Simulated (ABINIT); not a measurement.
# AlN (F-43m): G0W0 in ABINIT against the screening cutoff in the self-energy, part 2 of 2

How does the gap of AlN (F-43m) converge in the screening cutoff in the self-energy?

ABINIT 10.8.3; PBE and many-body steps on it, plane waves. Known limits of the many-body steps: not at the basis limit.

So far. Step 2 (Screening, 6×6×6 mesh, 382 bands, screening to 435.4 eV): Local fields lower ε∞ by 9 %. Step 5 (5.6 Ha): The gap on the mesh goes from 3.32 eV to 4.51 eV, a correction of +1.18 eV.

## (6) 8 Ha

Level of this step: G0W0 on PBE, plane waves, norm-conserving pseudopotentials (ABINIT).

Contents of run.abi:

```
acell 3*1.0 Angstrom
rprim 
  -0.000000000000 2.183993559600 2.183993559600
  2.183993559600 -0.000000000000 2.183993559600
  2.183993559600 2.183993559600 -0.000000000000
ntypat 2
znucl 13 7
natom 2
typat 1 2
xred 
  0.000000000000 0.000000000000 0.000000000000
  0.750000000000 0.750000000000 0.750000000000
pp_dirpath "pseudos"
pseudos "Al.upf, N.upf"
ecut 36
ngkpt 6 6 6
nshiftk 1
shiftk 0 0 0
kptopt 1
chksymbreak 0
istwfk *1
occopt 1
irdwfk 1
optdriver 4
nband 382
gwcalctyp 0
ecutsigx 36
symsigma 1
nkptgw 2
kptgw 
  0.0000000000 0.0000000000 0.0000000000
  0.5000000000 0.5000000000 0.0000000000
bdgw 
  2 8
  3 6
ecuteps 8
irdscr 1
ppmodel 1
indata_prefix "in"
outdata_prefix "out"
tmpdata_prefix "tmp"
```

Run with:

```sh
> OMP_NUM_THREADS=1 mpirun -n 8 abinit run.abi > log
```

The log of the run:

```text
.Version 10.8.3 of ABINIT. v10.8.2 released Aug 2026.

 Symmetries : space group F-4 3 m (#216); Bravais cF (face-center cubic)
[... echo of the input left out ...]
== DATASET  1 ==================================================================
-   mpi_nproc: 8, omp_nthreads: 1 (-1 if OMP is not activated)

--- !DatasetInfo
iteration_state: {dtset: 1, }
dimensions: {natom: 2, nkpt: 16, mband: 382, nsppol: 1, nspinor: 1, nspden: 1, mpw: 1464, }
cutoff_energies: {ecut:  36.0, pawecutdg:  -1.0, }
[...]
Band     E0 <VxcDFT>   SigX SigC(E0)      Z dSigC/dE  Sig(E)    E-E0       E
[...]
5   8.483  -9.206  -5.016  -3.819   0.835  -0.197  -8.896   0.309   8.793
        6  13.810  -9.461  -4.383  -4.434   0.838  -0.193  -8.922   0.539  14.349

== END DATASET(S) ==============================================================
================================================================================

 -outvars: echo values of variables after computation  --------
           etotal      0.0000000000E+00
            nband         382
             nkpt          16
          spgroup         216
 [... the other variables as echoed above ...]

 Calculation completed.
```

It took 11 s on 8 MPI ranks of AMD EPYC 9R45, shared host; peak memory 2.3 GiB; 88 s of CPU time.

Numbers from this step:

* G0W0 gap on the points computed: 4.616 eV
* starting gap on the mesh: 3.325 eV
* k of the valence top: 0, 0, 0
* k of the conduction bottom: 0.5, 0.5, 0
* least direct G0W0 gap on the computed points: 5.637 eV

Against the run before, the gap moves by +0.109 eV.

## (7) 12 Ha

Edit run.abi of step 6 so:

```diff
@@ -35,3 +35,3 @@
   3 6
-ecuteps 8
+ecuteps 12
 irdscr 1
```

The log of the run:

```text
.Version 10.8.3 of ABINIT. v10.8.2 released Aug 2026.

 Symmetries : space group F-4 3 m (#216); Bravais cF (face-center cubic)
[... echo of the input left out ...]
== DATASET  1 ==================================================================
-   mpi_nproc: 8, omp_nthreads: 1 (-1 if OMP is not activated)

--- !DatasetInfo
iteration_state: {dtset: 1, }
dimensions: {natom: 2, nkpt: 16, mband: 382, nsppol: 1, nspinor: 1, nspden: 1, mpw: 1464, }
cutoff_energies: {ecut:  36.0, pawecutdg:  -1.0, }
[...]
Band     E0 <VxcDFT>   SigX SigC(E0)      Z dSigC/dE  Sig(E)    E-E0       E
[...]
5   8.483  -9.206  -5.016  -3.829   0.835  -0.197  -8.904   0.301   8.785
        6  13.810  -9.461  -4.383  -4.440   0.838  -0.193  -8.926   0.534  14.344

== END DATASET(S) ==============================================================
================================================================================

 -outvars: echo values of variables after computation  --------
           etotal      0.0000000000E+00
            nband         382
             nkpt          16
          spgroup         216
 [... the other variables as echoed above ...]

 Calculation completed.
```

The job ended after 25 s (8 MPI ranks; peak memory 2.9 GiB).

Numbers from this step:

```yaml
g0w0_gap_on_the_points_computed: 4.654 eV
starting_gap_on_the_mesh: 3.325 eV
k_of_the_valence_top: 0, 0, 0
k_of_the_conduction_bottom: 0.5, 0.5, 0
least_direct_g0w0_gap_on_the_computed_points: 5.644 eV
```

Against the run before, the gap moves by +0.038 eV.

## (8) 16 Ha

Edit run.abi of step 7 so:

```diff
@@ -35,3 +35,3 @@
   3 6
-ecuteps 12
+ecuteps 16
 irdscr 1
```

The log of the run:

```text
.Version 10.8.3 of ABINIT. v10.8.2 released Aug 2026.

 Symmetries : space group F-4 3 m (#216); Bravais cF (face-center cubic)
[... echo of the input left out ...]
== DATASET  1 ==================================================================
-   mpi_nproc: 8, omp_nthreads: 1 (-1 if OMP is not activated)

--- !DatasetInfo
iteration_state: {dtset: 1, }
dimensions: {natom: 2, nkpt: 16, mband: 382, nsppol: 1, nspinor: 1, nspden: 1, mpw: 1464, }
cutoff_energies: {ecut:  36.0, pawecutdg:  -1.0, }
[...]
Band     E0 <VxcDFT>   SigX SigC(E0)      Z dSigC/dE  Sig(E)    E-E0       E
[...]
5   8.483  -9.206  -5.016  -3.831   0.835  -0.197  -8.907   0.299   8.782
        6  13.810  -9.461  -4.383  -4.441   0.838  -0.193  -8.927   0.533  14.344

== END DATASET(S) ==============================================================
================================================================================

 -outvars: echo values of variables after computation  --------
           etotal      0.0000000000E+00
            nband         382
             nkpt          16
          spgroup         216
 [... the other variables as echoed above ...]

 Calculation completed.
```

Elapsed: 51 s, on 8 MPI ranks; peak memory 3.6 GiB; 6.7 min of CPU time.

Numbers from this step:

- G0W0 gap on the points computed: 4.667 eV
- starting gap on the mesh: 3.325 eV
- k of the valence top: 0, 0, 0
- k of the conduction bottom: 0.5, 0.5, 0
- least direct G0W0 gap on the computed points: 5.645 eV

Against the run before, the gap moves by +0.013 eV.

## (9) Side by side

Times are wall times on 8 MPI ranks of AMD EPYC 9R45, shared host, good to a factor of about two. A run's time includes the screening step that it read.

```csv
run,mesh,bands,screening cutoff (eV),DFT gap (eV),gap on the mesh (eV),direct (eV),ε∞ used,time
1.6 Ha,6×6×6,382,43.5,3.325,4.294,5.256,4.35,52 s
3.2 Ha,6×6×6,382,87.1,3.325,4.392,5.470,4.35,53 s
5.6 Ha,6×6×6,382,152.4,3.325,4.507,5.581,4.35,55 s
8 Ha,6×6×6,382,217.7,3.325,4.616,5.637,4.35,61 s
12 Ha,6×6×6,382,326.5,3.325,4.654,5.644,4.35,75 s
16 Ha,6×6×6,382,435.4,3.325,4.667,5.645,4.35,1.7 min
```

## (10) Results

| Property | Result |
| --- | --- |
| 1.6 Ha | 4.294 eV |
| 3.2 Ha | 4.392 eV |
| 5.6 Ha | 4.507 eV |
| 8 Ha | 4.616 eV |
| 12 Ha | 4.654 eV |
| 16 Ha | 4.667 eV |
| known limits | not at the basis limit |

The setting moved: screening cutoff in the self-energy. From 1.6 Ha to 16 Ha the gap moves by +0.37 eV. The last step still moves it by +0.013 eV. Bands and screening cutoff are coupled, so a series along one setting does not show full convergence. Bands and cutoff are finite, so the gap is not at the basis limit. The miss can reach some tenths of an eV and take either sign; the mesh is an error of its own. In the first G0W0 run levels were corrected at 2 k points alone, so a gap called «on the mesh» is the least over those, and an edge elsewhere would be missed.

[Paths, hosts, dates, memory and timing lines, banners, echoed tables and standing remarks are left out of the program output.]

[Logs are printed without paths, hosts, clocks, repeated set-up lines and the standing remarks that a program may print on its own settings, such as how far it seeks lower states.]

[Runs of the session that timed out or met a known fault of the program may be left out.]

[No measured gap is set beside runs whose start may be inverted or whose files or cutoffs have a known fault.]

[Hosts, paths, dates, database ids (printed as entryN), source tags and the programs' standing remarks are cut or masked in the printed files.]

[G0W0 gaps are taken among the corrected bands and points alone; a level outside them can change the order at an edge.]

[Where Ansatz stands beside ABINIT at settings called matched, ABINIT's density can come from a denser mesh and the files from another edition; pairs whose starting gaps differed by over 0.03 eV were left out, so agreement reads better than it is.]
